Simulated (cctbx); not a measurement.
## TlFeN: solution and refinement

Cell a = 3.8590 Å, b = 3.8590 Å, c = 6.6930 Å, α = 90.00°, β = 90.00°, γ = 90.00°; space group P4/nmm (no. 129, origin choice 1); content Tl2 Fe2 N2.

The data are simulated with cctbx, not measured: Ag Kα, λ = 0.56087 Å, to d = 0.75 Å, 80 % of the full sphere, strongest reflection 70000 counts, noise from counting, a 4 % proportional error and a noise floor of 15 counts (s.d.); no absorption.

Charge flipping in P1 on normalised amplitudes to 0.8 Å, δ = 1.1 σ, 20 % of the reflections treated as weak, 100 cycles:

```text
cycle      R  skewness
    0  0.611     0.18
    8  0.508     1.09
   16  0.522     1.33
   24  0.546     1.51
   32  0.523     1.84
   40  0.525     2.43
   48  0.502     2.45
   56  0.521     3.29
   64  0.497     3.41
   72  0.519     4.14
   80  0.498     3.63
   88  0.504     4.03
   96  0.503     3.77
origin shift          correlation  skewness
 0.143  0.169  0.413      0.920      8.68
 0.143  0.669  0.413      0.920      8.72
 0.142  0.591  0.244      0.834      3.27
 0.143  0.091  0.244      0.833      3.36
taken: symmetry correlation 0.920, skewness 8.72
peak      x       y       z  mult  height/sigma
Q1    0.0000  0.0000  0.5000    2     18.3
Q2    0.0000  0.5000  0.8371    2      4.3
Q3    0.0000  0.5000  0.1691    2      2.5
Q4    0.0000  0.5000  0.4948    2      2.0
Q5    0.0000  0.5000  0.6497    2      1.1
Q6    0.1342  0.1206  0.3495   16      0.9
Q7    0.0000  0.5000  0.0070    2      0.8
Q8    0.0000  0.0000  0.0889    4      0.8
```

The origin is taken among those within 0.04 of the best correlation, by the skewness of the map.

It took 0.46 s on 1 thread of Arm Neoverse N1, on a shared host, peak memory 0.07 GiB.

Q: Assign the peaks.

Heights go roughly as Z and multiplicities must add up to the content. First model: Q1 = Tl1 (2 in the cell, height 18.3), Q2 = Fe1 (2 in the cell, height 4.3) and Q3 = N1 (2 in the cell, height 2.5). Against the true structure, Q1 is Tl, Q2 is Fe and Q3 is N; the other peaks are not atoms.

Least squares on F², isotropic:

```text
Rint 0.030, 99 unique reflections to 0.75 A
cycle     R1     wR2    GooF  max shift (A)
   1  0.1396  0.3540  19.798   0.39055
   3  0.0088  0.0225   1.257   0.00000
final R1 0.0088 wR2 0.0225 GooF 1.257  parameters 5  data/parameter 19.8
atom        x        y        z      Ueq    occ   su(xyz)  su(Uiso or U11)
Tl1    0.00000  0.00000  0.50000   0.0068  1.000  0.00000  0.0001
Fe1    0.00000  0.50000  0.84807   0.0087  1.000  0.00011  0.0002
N1     0.00000  0.50000  0.22888   0.0250  1.000  0.00095  0.0010
difference map: max 0.95 min -1.02 rms 0.18
Q1    0.0000  0.5000  0.7763    2    0.95  0.48 A from Fe1
Q2    0.0000  0.5000  0.2245    2    0.74  0.03 A from N1
Q3    0.0807  0.0807  0.5000    8    0.60  0.44 A from Tl1
Q4    0.0000  0.0875  0.3583    8    0.56  1.01 A from Tl1
Q5    0.0000  0.0000  0.0000    2    0.50  2.18 A from Fe1
```

Anisotropic refinement:

```text
Rint 0.030, 99 unique reflections to 0.75 A
cycle     R1     wR2    GooF  max shift (A)
   1  0.0088  0.0225   1.279   0.00831
   2  0.0074  0.0171   0.970   0.00000
final R1 0.0074 wR2 0.0171 GooF 0.970  parameters 8  data/parameter 12.4
atom        x        y        z      Ueq    occ   su(xyz)  su(Uiso or U11)
Tl1    0.00000  0.00000  0.50000   0.0069  1.000  0.00000  0.0001
Fe1    0.00000  0.50000  0.84794   0.0086  1.000  0.00009  0.0002
N1     0.00000  0.50000  0.22764   0.0229  1.000  0.00080  0.0013
difference map: max 0.56 min -0.62 rms 0.16
Q1    0.0000  0.0000  0.0000    2    0.56  2.18 A from Fe1
Q2    0.0000  0.3660  0.0037    8    0.42  1.16 A from Fe1
Q3    0.0000  0.1637  0.3354    8    0.41  1.27 A from Tl1
Q4    0.0000  0.5000  0.2678    2    0.39  0.27 A from N1
Q5    0.0000  0.5000  0.7308    2    0.38  0.78 A from Fe1
Q6    0.0000  0.3385  0.5883    8    0.36  1.43 A from Tl1
```

**Reading.** The refinement ends at R1 = 0.0074, wR2 = 0.0171, GooF = 0.97, with difference density between -0.62 and 0.56 e/Å³. Every site matches the true model in element, within 0.001 Å r.m.s., up to an allowed shift of origin.

True model:

| atom | mult. | x | y | z | Ueq (Å²) |
| --- | --- | --- | --- | --- | --- |
| Tl1 | 2 | 1/2 | 1/2 | 1/2 | 0.0068 |
| Fe1 | 2 | 1/2 | 0 | 0.8480 | 0.0085 |
| N1 | 2 | 1/2 | 0 | 0.2277 | 0.0235 |

The model was made for the exercise: a known structure type with other elements put in, its volume estimated, not relaxed; displacement parameters are assumed.

[Middle refinement cycles are left out of these outputs.]

[Logs are printed without paths, hosts, clocks, repeated set-up lines and the standing remarks that a program may print on its own settings, such as how far it seeks lower states.]
